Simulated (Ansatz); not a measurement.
# Where V_B puts its levels in the gap of BP (F-43m)

Charge states of V_B in BP (F-43m), set against the band edges. Model: a cell of 36 host atoms with 1 B taken out.

Method: place-levels on r2SCAN runs: charge-transition levels and formation energies with image-charge correction and potential alignment at the atomic sites; PAW set soft_1, in Ansatz 0.2.0.

### Step 1. The structure

The cell holds 35 atoms: 17 B and 18 P. Its edges and angles: a = 6.415 Å, b = 9.623 Å, c = 9.623 Å, α = 60.0°, β = 60.0°, γ = 60.0°. It derives from BP (space group F-43m). Nearest the centre at fractional (0.500, 0.333, 0.667): P4 at 1.96 Å, P22 at 1.96 Å, P6 at 1.96 Å, P10 at 1.96 Å, B9 at 3.21 Å, B11 at 3.21 Å, B32 at 3.21 Å, B5 at 3.21 Å.

As a file:

```xyz
35
Lattice="0.0000 4.5364 4.5364 6.8046 0.0000 6.8046 6.8046 6.8046 0.0000" Properties=species:S:1:pos:R:3 pbc="T T T"
B     0.0000    0.0000    0.0000
P     3.4023    3.4023    3.4023
B     2.2682    2.2682    0.0000
P     5.6705    5.6705    3.4023
B     4.5364    4.5364    0.0000
P     7.9386    7.9386    3.4023
B     2.2682    0.0000    2.2682
P     5.6705    3.4023    5.6705
B     4.5364    2.2682    2.2682
P     7.9386    5.6705    5.6705
B     6.8046    4.5364    2.2682
P    10.2068    7.9386    5.6705
B     4.5364    0.0000    4.5364
P     7.9386    3.4023    7.9386
B     6.8046    2.2682    4.5364
P    10.2068    5.6705    7.9386
B     9.0727    4.5364    4.5364
P    12.4750    7.9386    7.9386
B     0.0000    2.2682    2.2682
P     3.4023    5.6705    5.6705
B     2.2682    4.5364    2.2682
P     5.6705    7.9386    5.6705
B     4.5364    6.8046    2.2682
P     7.9386   10.2068    5.6705
B     2.2682    2.2682    4.5364
P     5.6705    5.6705    7.9386
B     4.5364    4.5364    4.5364
P     7.9386    7.9386    7.9386
P    10.2068   10.2068    7.9386
B     4.5364    2.2682    6.8046
P     7.9386    5.6705   10.2068
B     6.8046    4.5364    6.8046
P    10.2068    7.9386   10.2068
B     9.0727    6.8046    6.8046
P    12.4750   10.2068   10.2068
```

Known beforehand: the electronic dielectric constant, 9.31, and the static one, 9.42, computed on the host (DFPT, PBEsol, on the r2SCAN cell), and a cell off the functional's own equilibrium shifts the ionic part.

The cell's shortest repeat is 6.4 Å.

### Step 2. What was run first

Levels follow from differences of total energies between charge states, each relaxed by itself.

Random displacements of about 0.05 Å break the site symmetry at the start, so that the relaxation can reach a distorted minimum if there is one. Forces are taken at one point at (¼, ¼, ¼). The cell holds 3 electrons more than the neutral one, with a uniform background that keeps it neutral on the whole.

The sampling was tested on the host first: at the k-points planned (1x1x1 shifted 0.25 0.25 0.25) its energy lies 0.029 eV an atom from the dense-mesh value, so the final energies take a denser sampling.

One of the inputs; charge, spin and start change from state to state.

qm3.relax/input.yaml

```yaml
crystal:
  lattice:
    - [0.0, 2.26818541, 2.26818541]
    - [2.26818541, 0.0, 2.26818541]
    - [2.26818541, 2.26818541, 0.0]
  atoms:
    - { symbol: B, position: [0.0, 0.0, 0.0] }
    - { symbol: P, position: [0.75, 0.75, 0.75] }
  supercell: [2, 3, 3]
  defects: [{ vacancy: 28 }]
total_charge: -3
basis:
  ecutwfc: 500
  xc_grid: 2
hamiltonian:
  xc: r2scan
  pseudopotentials: { kind: paw, azcp: { folder: soft_1 } }
kpoints:
  mp_grid: { grid: [1, 1, 1], shift: [0.25, 0.25, 0.25] }
scf:
  occupations: { method: fixed }
  max_iter: 60
output:
  forces: true
  charged_corrections: { epsilon: 9.31, static_epsilon: 9.42 }
relax:
  f_tol: 0.02
  max_steps: 80
  random_displacement: { amplitude: 0.05, seed: 4725 }
checkpoint:
  write: "../qm3.relax.run"
  compress: false
  write_wavefunctions: true
  write_every: 100000
```

The run is started by

```console
> ansatz run input.yaml --threads 8 --pin off --max-ram 15073MiB --backend cpu --events-out ev --progress --plain --runs-dir out
```

Defect states can disperse in a cell of this size, so the energy is taken again at a 2×2×2 shifted mesh, on the relaxed structure.

The run of this state that the levels use, under r2SCAN:

qm3.point/input.yaml

```yaml
crystal:
  checkpoint: "../qm3.relax.run"
  host: checkpoint
total_charge: -3
basis:
  ecutwfc: 500
  xc_grid: 2
hamiltonian:
  xc: r2scan
  pseudopotentials: { kind: paw, azcp: { folder: soft_1 } }
kpoints:
  mp_grid: { grid: [2, 2, 2], shift: [0.5, 0.5, 0.5] }
scf:
  occupations: { method: fermi_dirac, width: 0.01 }
  max_iter: 60
output:
  forces: true
  eigenvalues: true
  charged_corrections:
    epsilon: 9.31
    static_epsilon: 9.42
    defect_position: [0.5, 0.333333, 0.666667]
  eigenstates: { localisation: true }
  populations: true
checkpoint:
  read: "../qm3.relax.run"
  write: "../qm3.point.run"
  compress: false
  write_wavefunctions: false
  write_every: 100000
```

Relaxations under r2SCAN at one point at (¼, ¼, ¼); times on 8 threads of Intel Xeon 6975P-C (Granite Rapids), shared host:

```tsv
charge	moment (μB)	occupations	outcome	steps	largest displacement against the far atoms (Å)	time
−3	0	fixed	converged	5	0.12	7.3 s
−2	1	fixed	converged	5	0.10	17 s
−1	0	fixed	converged	8	0.11	12 s
0	1	fixed	converged	6	0.07	27 s
+1	0	fixed	converged	13	0.49	17 s
0	3	fixed	converged	5	0.05	15 s
−2	3	fixed	converged	7	0.07	25 s
−1	2	fixed	converged	7	0.06	23 s
```

Single points under r2SCAN at a 2×2×2 shifted mesh; times on 8 threads of Intel Xeon 6975P-C (Granite Rapids), shared host:

```tsv
charge	moment (μB)	occupations	outcome	time
−3	0	fermi-dirac	converged	4.3 s
−2	1	fermi-dirac	converged	18 s
−1	0	fermi-dirac	converged	5.4 s
0	1	fermi-dirac	converged	16 s
+1	0	fermi-dirac	converged	5 s
0	3	fermi-dirac	converged	13 s
−2	3	fermi-dirac	converged	14 s
−1	2	fermi-dirac	converged	12 s
```

Distances (Å) from the ideal centre to the nearest atoms after relaxation with r2SCAN:

```tsv
charge	moment (μB)	1.	2.	3.	4.	5.	6.
−3	0	P 1.84	P 1.86	P 1.91	P 1.92	B 3.16	B 3.16
−2	1	P 1.86	P 1.87	P 1.93	P 1.95	B 3.17	B 3.17
−2	3	P 1.94	P 1.96	P 1.96	P 2.00	B 3.18	B 3.19
−1	0	P 1.88	P 1.89	P 1.93	P 1.96	B 3.15	B 3.16
−1	2	P 1.93	P 1.95	P 1.95	P 1.98	B 3.18	B 3.19
0	1	P 1.96	P 1.98	P 1.99	P 1.99	B 3.14	B 3.15
0	3	P 1.96	P 1.99	P 2.02	P 2.02	B 3.18	B 3.18
+1	0	P 1.95	P 1.96	P 2.41	P 2.44	B 3.14	B 3.14
```

### Step 3. Placing the levels, r2SCAN

A charged cell interacts with its images and the background, and its potential has another zero than the host's. place-levels removes the first by a point-charge model, screened by the static dielectric constant since the ions have relaxed around the charge, and the second by comparing potentials at atoms far from the defect.

The host is a run of the defect-free crystal in the same cutoffs, grids and k-points, so that basis and sampling errors cancel in part in the differences. The host is run in a cell of 2 atoms on a matching mesh. Its band edges are searched through the zone by a band path, so the gap is smaller than, or equal to, that on the mesh. Chemical potentials are energies per atom of B (alpha-rhombohedral (B12)), run with the same functional and cutoff.

levels.point.yaml

```yaml
host:
  run: host.point.run
states: [qm3.point.run, qm2_M1.point.run, qm1.point.run, q0_M1.point.run, qp1.point.run, q0_M3.point.run, qm2_M3.point.run, qm1_M2.point.run]
geometry_from:
  qm3.point.run: qm3.relax.run
  qm2_M1.point.run: qm2_M1.relax.run
  qm1.point.run: qm1.relax.run
  q0_M1.point.run: q0_M1.relax.run
  qp1.point.run: qp1.relax.run
  q0_M3.point.run: q0_M3.relax.run
  qm2_M3.point.run: qm2_M3.relax.run
  qm1_M2.point.run: qm1_M2.relax.run
  host.point.run: host.relax.run
chemical_potentials:
  B:
    energy: -156.554104
    dataset: <sha256 of the dataset>
epsilon: 9.31
static_epsilon: 9.42
vertical:
  - { from: qm3.point.run, to: qm3.point_neutral.run }
  - { from: qm2_M1.point.run, to: qm2_M1.point_neutral.run }
  - { from: qm1.point.run, to: qm1.point_neutral.run }
  - { from: qp1.point.run, to: qp1.point_neutral.run }
  - { from: qm2_M3.point.run, to: qm2_M3.point_neutral.run }
  - { from: qm1_M2.point.run, to: qm1_M2.point_neutral.run }
```

The run is started by

```console
> ansatz place-levels levels.point.yaml -- --threads 8 --pin off --max-ram 15073MiB
```

Numbers of over 12 decimals in the logs are rounded to 6 here.

The program printed:

```text
[... repeated set-up lines and file paths are left out, and long positions are rounded to six places ...]
(+1/0) 0.100 eV above the valence edge, 1.139 eV under the conduction edge
(0/-1) 0.523 eV above the valence edge, 0.716 eV under the conduction edge
(-1/-2) 1.334 eV above the valence edge, in the conduction band; not on the lower envelope
(-2/-3) 1.246 eV above the valence edge (+2.004 eV without the band-filling correction), in the conduction band; not on the lower envelope
(-1/-3) 1.290 eV above the valence edge (+1.669 eV without the band-filling correction), in the conduction band: charges between them are lowest nowhere
formation energy of charge +1: +4.244 eV with the Fermi level at the valence edge
formation energy of charge 0: +4.345 eV with the Fermi level at the valence edge
formation energy of charge -1: +4.868 eV with the Fermi level at the valence edge
formation energy of charge -2: +6.202 eV with the Fermi level at the valence edge
formation energy of charge -3: +7.448 eV with the Fermi level at the valence edge
vertical -3 to 0: no energy, since no alignment is typed
  the change from vertical[0].from (qm3.point.run) to vertical[0].to (qm3.point_neutral.run): by its potential at epsilon 9.31 it stands at 0.431 0.290 0.623, with an rms radius of about 2.2 Å (1.0 1.4 1.4 Å across the planes of the cell's vectors); [...]
vertical -2 to 0: no energy, since no alignment is typed
  the change from vertical[1].from (qm2_M1.point.run) to vertical[1].to (qm2_M1.point_neutral.run): by its potential at epsilon 9.31 it stands at 0.425 0.302 0.637, with an rms radius of about 2.4 Å (1.0 1.5 1.5 Å across the planes of the cell's vectors); [...]
vertical -1 to 0: no energy, since no alignment is typed
  the change from vertical[2].from (qm1.point.run) to vertical[2].to (qm1.point_neutral.run): by its potential at epsilon 9.31 it stands at 0.431 0.303 0.620, with an rms radius of about 2.3 Å (1.0 1.6 1.3 Å across the planes of the cell's vectors); [...]
vertical +1 to 0: no energy, since no alignment is typed
  the change from vertical[3].from (qp1.point.run) to vertical[3].to (qp1.point_neutral.run): by its potential at epsilon 9.31 it stands at 0.410 0.335 0.668, with an rms radius of about 2.8 Å (0.7 1.9 1.9 Å across the planes of the cell's vectors); [...]
vertical -2 to 0: no energy, since no alignment is typed
  the change from vertical[4].from (qm2_M3.point.run) to vertical[4].to (qm2_M3.point_neutral.run): by its potential at epsilon 9.31 it stands at 0.445 0.267 0.600, with an rms radius of about 3.4 Å (1.5 2.1 2.1 Å across the planes of the cell's vectors); [...]
vertical -1 to 0: no energy, since no alignment is typed
  the change from vertical[5].from (qm1_M2.point.run) to vertical[5].to (qm1_M2.point_neutral.run): by its potential at epsilon 9.31 it stands at 0.440 0.275 0.608, with an rms radius of about 2.2 Å (1.1 1.4 1.4 Å across the planes of the cell's vectors); [...]
  edges by r2scan, gap 1.239 eV; the host is sampled to repeats of 16.97 Å
  the defect's cells are sampled to repeats of 16.97 Å, like sampling
  charge +1: -16349.4733 eV with its correction of -0.103 eV, at epsilon 9.42, aligned at sites: -0.3896 eV, mean over 31 atomic sites at or beyond 3.21 Å from the host's site at [0.4988, 0.3341, 0.6674] by the defect at [0.5000, 0.3333, 0.6667], with [...]
  charge 0: +0.000 eV for its dipole among its images, +0.000 omitted
  states[3] (q0_M1.point.run): levels filled in part (TS 0.004 eV): its energy is of no whole electron's
  charge -1: -16330.0709 eV with its correction of +0.572 eV, at epsilon 9.42, aligned at sites: -0.2855 eV, mean over 31 atomic sites at or beyond 3.21 Å from the host's site at [0.4988, 0.3341, 0.6674] by the defect at [0.5000, 0.3333, 0.6667], with [...]
  charge -2: -16319.3476 eV with its correction of +1.601 eV, at epsilon 9.42, aligned at sites: -0.2283 eV, mean over 31 atomic sites at or beyond 3.21 Å from the host's site at [0.4988, 0.3341, 0.6674] by the defect at [0.5000, 0.3333, 0.6667], with [...]
  states[1] (qm2_M1.point.run): levels filled in part (TS 0.002 eV): its energy is of no whole electron's
  charge -3: -16307.9539 eV with its correction of +3.141 eV, at epsilon 9.42, aligned at sites: -0.1885 eV, mean over 31 atomic sites at or beyond 3.21 Å from the host's site at [0.4988, 0.3341, 0.6674] by the defect at [0.5000, 0.3333, 0.6667], with [...]
  charge 0: states[5] (q0_M3.point.run) stands 0.196 eV higher, with a moment of 3.00 μB against 1.00
  charge -1: states[2] (qm1.point.run) stands 0.163 eV higher, with a moment of 0.00 μB against 2.00
  charge -2: states[6] (qm2_M3.point.run) stands 1.250 eV higher, with a moment of 3.00 μB against 1.00
  states[6] (qm2_M3.point.run): levels filled in part (TS 0.004 eV): its energy is of no whole electron's
  of states[4] (qp1.point.run): how wide its charge is, is not read beside other atoms or cores, and a band state would take no correction. [...]
  of states[3] (q0_M1.point.run): its sublattices stand up to 0.0024 Å off the host's, which by the two runs' forces adds about -0.02 eV to its energy against the host's, and moves the band edges: relax the crystal first, and build the cells on it; [...]
  of states[7] (qm1_M2.point.run): it parts from the run at its places by a charge that spreads by about 1.1 Å along one vector (0.9 Å or more is wide), by its potential at epsilon 9.31, taken for that of held ions (one typed too small widens it), where the [...]
  of states[1] (qm2_M1.point.run): it parts from the run at its places by a charge that spreads by about 1.5 Å along one vector (1.4 Å or more is wide), by its potential at epsilon 9.31, taken for that of held ions (one typed too small widens it), where the [...]
  of states[0] (qm3.point.run): it parts from the run at its places by a charge that spreads by about 1 Å along one vector (0.9 Å or more is wide), by its potential at epsilon 9.31, taken for that of held ions (one typed too small widens it), where the cell [...]
  of states[5] (q0_M3.point.run): its sublattices stand up to 0.0013 Å off the host's, which by the two runs' forces adds about -0.01 eV to its energy against the host's, and moves the band edges: relax the crystal first, and build the cells on it; [...]
  of states[2] (qm1.point.run): it parts from the run at its places by a charge that spreads by about 1.6 Å along one vector (1.4 Å or more is wide), by its potential at epsilon 9.31, taken for that of held ions (one typed too small widens it), where the cell [...]
  of states[6] (qm2_M3.point.run): it parts from the run at its places by a charge that spreads by about 1.5 Å along one vector (0.9 Å or more is wide), by its potential at epsilon 9.31, taken for that of held ions (one typed too small widens it), where the [...]
  of vertical[0].from (qm3.point.run): its sublattices stand up to 0.0019 Å off the host's, which by the two runs' forces adds about +0.01 eV to its energy against the host's, and moves the band edges: relax the crystal first, and build the cells on it; [...]
  vertical[0].to (qm3.point_neutral.run): levels filled in part (TS 0.001 eV): its energy is of no whole electron's
  of vertical[0].to (qm3.point_neutral.run): stability_check_not_made
  vertical[1].from (qm2_M1.point.run): levels filled in part (TS 0.002 eV): its energy is of no whole electron's
  of vertical[1].from (qm2_M1.point.run): its moments are held at its close (magnetization.spin_locking), by a field of 0.111 eV a Bohr magneton, and its energy and levels are of the state that this holds: a run that lets them go can end lower; [...]
  vertical[1].to (qm2_M1.point_neutral.run): levels filled in part (TS 0.001 eV): its energy is of no whole electron's
  of vertical[1].to (qm2_M1.point_neutral.run): its moments are held at its close (magnetization.spin_locking), by a field of 0.010 eV a Bohr magneton, and its energy and levels are of the state that this holds: a run that lets them go can end lower; [...]
  of vertical[2].from (qm1.point.run): its sublattices stand up to 0.0065 Å off the host's, which by the two runs' forces adds about -0.05 eV to its energy against the host's, and moves the band edges: relax the crystal first, and build the cells on it; [...]
  of vertical[2].to (qm1.point_neutral.run): stability_check_not_made
  of vertical[3].from (qp1.point.run): its displacements don't fall off away from the defect: farther atoms stand 0.055 Å off the host's places. [...]
  of vertical[3].to (qp1.point_neutral.run): its displacements don't fall off away from the defect: farther atoms stand 0.055 Å off the host's places. [...]
  vertical[4].from (qm2_M3.point.run): levels filled in part (TS 0.004 eV): its energy is of no whole electron's
  of vertical[4].from (qm2_M3.point.run): its moments are held at its close (magnetization.spin_locking), by a field of 0.703 eV a Bohr magneton, and its energy and levels are of the state that this holds: a run that lets them go can end lower; [...]
  of vertical[4].to (qm2_M3.point_neutral.run): it set out from the moments of a save, which an earlier run chose (saved_moments_taken); stability_check_not_made
  of vertical[5].from (qm1_M2.point.run): its sublattices stand up to 0.0019 Å off the host's, which by the two runs' forces adds about -0.01 eV to its energy against the host's, and moves the band edges: relax the crystal first, and build the cells on it; [...]
  of vertical[5].to (qm1_M2.point_neutral.run): it set out from the moments of a save, which an earlier run chose (saved_moments_taken); stability_check_not_made
```

Run time: 0.5 s. Hardware: 8 threads of Intel Xeon 6975P-C (Granite Rapids), shared host.

[end of part 1 of 2]

[Logs are printed without paths, hosts, clocks, repeated set-up lines and the standing remarks that a program may print on its own settings, such as how far it seeks lower states.]

[Hosts, paths, dates, database ids (printed as entryN), source tags and the programs' standing remarks are cut or masked in the printed files.]

[Where a table of states has a column of steps, it counts the stored structures, which are thinned; the runs took as many ionic steps or more.]

[A defect's name tells the site on which it was built; relaxed atoms can leave that site.]

[For some hosts the program warned that the k-mesh of the response run may be too coarse for force constants and the static dielectric constant; such warnings are not shown here.]
